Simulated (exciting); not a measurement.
**Ca2AsI: the I L₃ edge from the Bethe–Salpeter equation**

Wanted: the near-edge spectrum and the bound core excitons at the I L₃ edge of Ca2AsI.

Calculated with exciting sodium; X-ray absorption, core-level Bethe-Salpeter equation, exchange and statically screened direct term, Tamm-Dancoff, all-electron LAPW+lo LDA.

Report form: the programs' logs are mostly left out.

## 1. The structure

The structure is trigonal, space group R-3m (No. 166). Conventional cell: a = 4.397 Å, b = 4.397 Å, c = 22.290 Å, α = 90.00°, β = 90.00°, γ = 120.00°. Nearest to I lie 6 Ca at 3.41 Å. As has 6 Ca at 2.92 Å nearest. Nearest to Ca lie 3 As at 2.92 Å and 3 I at 3.41 Å. Farther neighbours and most contacts between anions are not listed.

Structure file:

```xyz
4
Lattice="2.1985 1.2693 7.4300 -2.1985 1.2693 7.4300 0.0000 -2.5386 7.4300" Properties=species:S:1:pos:R:3 pbc="T T T"
I     0.0000    0.0000    0.0000
As    0.0000    0.0000   11.1450
Ca    0.0000    0.0000   17.1343
Ca    0.0000    0.0000    5.1557
```

Differences between curves are given as r.m.s. difference over r.m.s. height.

## 2. Ground state

The species files are the program's own, with muffin-tin radii set in the input.

input.xml reads:

```
<input>
  <title>Ca2AsI</title>
  <structure speciespath="." autormt="false" epslat="1.0e-5">
    <crystal>
      <basevect>4.1545628842 2.3986379995 14.0406651034</basevect>
      <basevect>-4.1545628842 2.3986379995 14.0406651034</basevect>
      <basevect>0.0000000000 -4.7972759991 14.0406651034</basevect>
    </crystal>
    <species speciesfile="I.xml" rmt="2.300">
      <atom coord="0.0000000000 0.0000000000 0.0000000000"/>
    </species>
    <species speciesfile="As.xml" rmt="2.300">
      <atom coord="0.5000000000 0.5000000000 0.5000000000"/>
    </species>
    <species speciesfile="Ca.xml" rmt="2.464">
      <atom coord="0.7687000000 0.7687000000 0.7687000000"/>
      <atom coord="0.2313000000 0.2313000000 0.2313000000"/>
    </species>
  </structure>
  <groundstate do="fromscratch" xctype="LDA_PW" ngridk="3 3 3" rgkmax="7" gmaxvr="14" nempty="8" swidth="0.001" maxscl="100" epsengy="1e-5"/>
</input>
```

On the command line:

```sh
> OMP_NUM_THREADS=1 mpirun -n 4 exciting
```

The job ended after 58 s (4 MPI ranks of Arm Neoverse V1, shared host).

The warnings file holds hints only, no warning.

The mesh shows a gap of 1.72 eV. Core levels (Dirac, from the valence top):

```csv
atom,level,energy (eV)
I,2s1/2,-5081.4
I,2p1/2,-4769.7
I,2p3/2,-4471.4
I,3s1/2,-1021.2
I,3p1/2,-892.1
I,3p3/2,-836.0
I,3d3/2,-607.7
I,3d5/2,-595.9
I,4s1/2,-175.1
I,4p1/2,-130.0
I,4p3/2,-118.9
```

## 3. A richer basis for the empty states

Each species file gets more local orbitals, built from u and its energy derivative at 0.15 Ha and u at 0.9 Ha.

input.xml is that of step 2.

SPECIES.xml, added lines reads:

```
<lo l="L">  <!-- L = 0, 1, 2 -->
  <wf matchingOrder="0" trialEnergy="0.1500" searchE="false"/>
  <wf matchingOrder="1" trialEnergy="0.1500" searchE="false"/>
  <wf matchingOrder="0" trialEnergy="0.9000" searchE="false"/>
</lo>
```

On the command line:

```sh
> OMP_NUM_THREADS=1 mpirun -n 4 exciting
```

Wall time 40 s (4 MPI ranks).

Against the first ground state the total energy moves by -7 meV an atom and the gap by 0.00 eV.

## 4. Screening, kernels and BSE for I atom 1

The absorber has 6 Ca at 3.41 Å (distorted octahedral, site symmetry -3m).

Changes to input.xml since step 3:

```diff
@@ -19,3 +19,19 @@
   </structure>
-  <groundstate do="fromscratch" xctype="LDA_PW" ngridk="3 3 3" rgkmax="7" gmaxvr="14" nempty="8" swidth="0.001" maxscl="100" epsengy="1e-5"/>
+  <groundstate do="skip" xctype="LDA_PW" ngridk="3 3 3" rgkmax="7" gmaxvr="14" nempty="8" swidth="0.001" maxscl="100" epsengy="1e-5"/>
+  <xs xstype="BSE" ngridk="2 2 2" ngridq="2 2 2" vkloff="0.097 0.273 0.493" rgkmax="7" nempty="56" gqmax="3" lmaxapwwf="5" lmaxemat="3" broad="0.05659" tevout="true">
+    <energywindow intv="163.940 165.557" points="439"/>
+    <screening screentype="full" nempty="85"/>
+    <BSE xas="true" xasspecies="1" xasatom="1" xasedge="L3" bsetype="singlet" nstlxas="1 52"/>
+    <qpointset>
+      <qpoint>0 0 0</qpoint>
+    </qpointset>
+    <plan>
+      <doonly task="xsgeneigvec"/>
+      <doonly task="writepmatxs"/>
+      <doonly task="scrgeneigvec"/>
+      <doonly task="scrwritepmat"/>
+      <doonly task="screen"/>
+      <doonly task="scrcoulint"/>
+    </plan>
+  </xs>
 </input>
```

input.xml for the exchange start (cutoff and plan only) reads:

```
  gqmax="2"
  <plan>
    <doonly task="exccoulint"/>
  </plan>
```

input.xml for the last start (plan only) reads:

```
  <plan>
    <doonly task="bse"/>
  </plan>
```

On the command line:

```sh
> OMP_NUM_THREADS=1 mpirun -n 4 exciting
> OMP_NUM_THREADS=1 mpirun -n 4 exciting
> OMP_NUM_THREADS=4 exciting
```

It took 5.9 min on 4 MPI ranks.

Wall time by task: xsgeneigvec 6.4 s, writepmatxs 4.7 s, scrgeneigvec 3.8 s, scrwritepmat 3.6 s, screen 63 s, scrcoulint 83 s, exccoulint 3 min, bse 4 s.

The I L₃ spectrum of I atom 1 (energy from the Kohn–Sham onset, core level to the lowest empty state found on the meshes used, 4473.04 eV; the ground-state mesh sets it, and the shifted mesh has its lowest transition 0.10 eV above it; Im ε scaled to the maximum of the singlet run; cut below the end of the band set):

```csv
E (eV),isotropic,ε ⊥ c,ε ∥ c
-12.0,0.03,0.03,0.03
-11.5,0.03,0.03,0.03
-11.0,0.03,0.03,0.03
-10.5,0.03,0.03,0.03
-10.0,0.03,0.03,0.03
-9.5,0.04,0.04,0.04
-9.0,0.04,0.04,0.04
-8.5,0.04,0.04,0.04
-8.0,0.05,0.05,0.05
-7.5,0.05,0.05,0.05
-7.0,0.06,0.06,0.06
-6.5,0.06,0.06,0.06
-6.0,0.07,0.07,0.07
-5.5,0.08,0.08,0.08
-5.0,0.09,0.09,0.09
-4.5,0.10,0.10,0.10
-4.0,0.12,0.12,0.12
-3.5,0.14,0.14,0.14
-3.0,0.17,0.16,0.17
-2.5,0.20,0.20,0.21
-2.0,0.26,0.26,0.26
-1.5,0.33,0.33,0.34
-1.0,0.43,0.43,0.44
-0.5,0.55,0.54,0.55
0.0,0.65,0.65,0.65
0.5,0.70,0.70,0.69
1.0,0.70,0.70,0.69
1.5,0.68,0.68,0.67
2.0,0.66,0.67,0.66
2.5,0.67,0.67,0.66
3.0,0.69,0.70,0.68
3.5,0.73,0.73,0.73
4.0,0.78,0.78,0.79
4.5,0.82,0.81,0.83
5.0,0.83,0.83,0.84
5.5,0.82,0.82,0.83
6.0,0.82,0.82,0.82
6.5,0.83,0.84,0.82
7.0,0.86,0.86,0.84
7.5,0.89,0.89,0.87
8.0,0.91,0.92,0.90
8.5,0.94,0.94,0.94
9.0,0.97,0.96,0.98
9.5,0.99,0.98,1.01
10.0,1.00,0.99,1.02
10.5,0.98,0.97,1.00
11.0,0.94,0.94,0.96
11.5,0.90,0.90,0.90
12.0,0.86,0.86,0.86
12.5,0.82,0.82,0.82
13.0,0.77,0.77,0.78
13.5,0.73,0.73,0.73
14.0,0.71,0.71,0.70
14.5,0.71,0.71,0.69
15.0,0.71,0.72,0.70
15.5,0.72,0.72,0.72
16.0,0.73,0.72,0.74
16.5,0.72,0.72,0.73
17.0,0.69,0.69,0.70
17.5,0.65,0.65,0.65
18.0,0.60,0.60,0.60
18.5,0.56,0.56,0.56
19.0,0.52,0.52,0.53
19.5,0.49,0.49,0.50
```

Maxima (height): 0.7 eV (0.70), 9.8 eV (1.00) and 16.2 eV (0.73).

The Hamiltonian has 1664 rows. The lowest groups of eigenvalues and the brightest ones, on the scale above (the program counts from the shifted mesh's onset, 0.10 eV higher). Core spinors bring spin-forbidden partners, so dark means forbidden by spin or by symmetry, and the shifted mesh splits states that symmetry would keep together:

```csv
energy (eV),states within 10 meV,relative strength
-0.473,4,0.42
-0.340,4,0.67
-0.237,4,0.51
-0.089,4,0.39
-0.042,4,0.13
0.114,4,0.32
0.217,4,0.91
0.475,4,0.90
4.060,4,0.68
4.491,4,0.75
7.862,8,0.78
9.722,4,1.00
9.799,4,0.96
```

## 5. Independent particles

Changes to input.xml since step 4:

```diff
@@ -23,3 +23,3 @@
     <screening screentype="full" nempty="85"/>
-    <BSE xas="true" xasspecies="1" xasatom="1" xasedge="L3" bsetype="singlet" nstlxas="1 52"/>
+    <BSE xas="true" xasspecies="1" xasatom="1" xasedge="L3" bsetype="IP" nstlxas="1 52"/>
     <qpointset>
@@ -28,8 +28,3 @@
     <plan>
-      <doonly task="xsgeneigvec"/>
-      <doonly task="writepmatxs"/>
-      <doonly task="scrgeneigvec"/>
-      <doonly task="scrwritepmat"/>
-      <doonly task="screen"/>
-      <doonly task="scrcoulint"/>
+      <doonly task="bse"/>
     </plan>
```

On the command line:

```sh
> OMP_NUM_THREADS=4 exciting
```

The job ended after 3 s (4 threads).

Maxima (height): 12.2 eV (1.04) and 17.8 eV (0.90). Against the singlet run the r.m.s. difference is 32 %. Moving the earlier curve by +3.2 eV leaves 14 %. The highest maximum lies at 12.2 eV (1.04), against 9.8 eV (1.00).

## 6. Exchange alone

Changes to input.xml since step 5:

```diff
@@ -23,3 +23,3 @@
     <screening screentype="full" nempty="85"/>
-    <BSE xas="true" xasspecies="1" xasatom="1" xasedge="L3" bsetype="IP" nstlxas="1 52"/>
+    <BSE xas="true" xasspecies="1" xasatom="1" xasedge="L3" bsetype="RPA" nstlxas="1 52"/>
     <qpointset>
```

On the command line:

```sh
> OMP_NUM_THREADS=4 exciting
```

Elapsed: 4.5 s, on 4 threads.

Maxima (height): 12.2 eV (1.04) and 17.8 eV (0.90). The spectrum is that of the independent-particle run within 1 %.

## 7. Another input

In this try the input is made faulty on purpose, to show what that does.

Changes to input.xml since step 6:

```diff
@@ -20,6 +20,6 @@
   <groundstate do="skip" xctype="LDA_PW" ngridk="3 3 3" rgkmax="7" gmaxvr="14" nempty="8" swidth="0.001" maxscl="100" epsengy="1e-5"/>
-  <xs xstype="BSE" ngridk="2 2 2" ngridq="2 2 2" vkloff="0.097 0.273 0.493" rgkmax="7" nempty="56" gqmax="3" lmaxapwwf="5" lmaxemat="3" broad="0.05659" tevout="true">
+  <xs xstype="BSE" ngridk="2 2 2" ngridq="2 2 2" vkloff="0.097 0.273 0.493" rgkmax="7" nempty="56" gqmax="0.6" lmaxapwwf="5" lmaxemat="3" broad="0.05659" tevout="true">
     <energywindow intv="163.940 165.557" points="439"/>
     <screening screentype="full" nempty="85"/>
-    <BSE xas="true" xasspecies="1" xasatom="1" xasedge="L3" bsetype="RPA" nstlxas="1 52"/>
+    <BSE xas="true" xasspecies="1" xasatom="1" xasedge="L3" bsetype="singlet" nstlxas="1 52"/>
     <qpointset>
@@ -28,3 +28,6 @@
     <plan>
-      <doonly task="bse"/>
+      <doonly task="xsgeneigvec"/>
+      <doonly task="screen"/>
+      <doonly task="scrcoulint"/>
+      <doonly task="exccoulint"/>
     </plan>
```

input.xml for the last start (plan only) reads:

```
  <plan>
    <doonly task="bse"/>
  </plan>
```

On the command line:

```sh
> OMP_NUM_THREADS=1 mpirun -n 4 exciting
> OMP_NUM_THREADS=4 exciting
```

It took 36 s on 4 MPI ranks.

The input has a fault: the cutoff of the kernels is far too low. The spectrum differs from the singlet run by 10 % r.m.s. The highest maximum lies at 10.5 eV (1.02), against 9.8 eV (1.00). The first bright state moves from -0.47 to -0.40 eV. The kernels miss the short-range part of the Coulomb interaction, its components above their cutoff.

```csv
E (eV),first run,this run
-11.0,0.03,0.03
-10.0,0.03,0.03
-9.0,0.04,0.04
-8.0,0.05,0.04
-7.0,0.06,0.05
-6.0,0.07,0.06
-5.0,0.09,0.08
-4.0,0.12,0.10
-3.0,0.17,0.14
-2.0,0.26,0.21
-1.0,0.43,0.35
0.0,0.65,0.54
1.0,0.70,0.60
2.0,0.66,0.57
3.0,0.69,0.59
4.0,0.78,0.67
5.0,0.83,0.74
6.0,0.82,0.75
7.0,0.86,0.79
8.0,0.91,0.86
9.0,0.97,0.93
10.0,1.00,1.01
11.0,0.94,1.00
12.0,0.86,0.93
13.0,0.77,0.84
14.0,0.71,0.76
15.0,0.71,0.75
16.0,0.73,0.78
17.0,0.69,0.78
18.0,0.60,0.71
19.0,0.52,0.62
```

## 8. From independent particles to the full kernel

```csv
level,curve passes 0.15 (eV),highest maximum (eV),its height
IP,-0.9,12.2,1.04
RPA,-0.9,12.2,1.04
singlet,-3.2,9.8,1.00
```

```csv
E (eV),IP,RPA,singlet
-11.0,0.02,0.02,0.03
-10.0,0.02,0.02,0.03
-9.0,0.03,0.03,0.04
-8.0,0.03,0.03,0.05
-7.0,0.03,0.03,0.06
-6.0,0.04,0.04,0.07
-5.0,0.05,0.05,0.09
-4.0,0.06,0.06,0.12
-3.0,0.08,0.08,0.17
-2.0,0.10,0.10,0.26
-1.0,0.14,0.14,0.43
0.0,0.23,0.23,0.65
1.0,0.35,0.35,0.70
2.0,0.44,0.44,0.66
3.0,0.45,0.45,0.69
4.0,0.48,0.48,0.78
5.0,0.55,0.55,0.83
6.0,0.64,0.64,0.82
7.0,0.68,0.68,0.86
8.0,0.75,0.75,0.91
9.0,0.82,0.82,0.97
10.0,0.88,0.88,1.00
11.0,0.98,0.98,0.94
12.0,1.04,1.04,0.86
13.0,1.02,1.02,0.77
14.0,0.95,0.95,0.71
15.0,0.86,0.86,0.71
16.0,0.85,0.85,0.73
17.0,0.89,0.89,0.69
18.0,0.90,0.90,0.60
19.0,0.86,0.86,0.52
```

## 9. Results

```json
{
  "absorber and edge": "I L₃, atom 1",
  "surroundings": "6 Ca at 3.41 Å (distorted octahedral, site symmetry -3m)",
  "first bright state": "-0.47 eV from the Kohn–Sham onset, on this mesh",
  "highest maximum": "9.8 eV",
  "cost of the BSE run": "5.9 min on 4 MPI ranks of Arm Neoverse V1, shared host; the last task ran on as many threads"
}
```

**Reading.** Is a core exciton bound? Undecided on this mesh: the first bright state (over 5 % of the brightest) lies at -0.47 eV from the Kohn–Sham onset and at -0.58 eV from the lowest bare transition of its own mesh. Exchange alone changes the independent-particle spectrum by 0.0 % r.m.s. With 8 k points the binding energies are rough, and fine structure above the first lines is partly noise of the mesh. The kernel cutoff is low for a compact core orbital, so the effect of exchange is a lower bound. The zero comes from the unshifted 3×3×3 ground-state mesh; it is exact only where the band minimum lies on that mesh. The conduction states carry no spin here, so the exchange coupling to the spinor core hole is only partly held. This core level is treated alone, with no coupling to its spin–orbit partner. The Kohn–Sham onset, 4473 eV, is no photon energy (tabulated edge of the element: 4557 eV): the scale needs a rigid shift. No quasiparticle correction widens the gap or stretches the bands. Vibrations and energy-dependent lifetimes are left out. The structure is a published determination, not relaxed.

[Logs are printed without paths, hosts, clocks, repeated set-up lines and the standing remarks that a program may print on its own settings, such as how far it seeks lower states.]

[Hosts, paths, dates, database ids (printed as entryN), source tags and the programs' standing remarks are cut or masked in the printed files.]
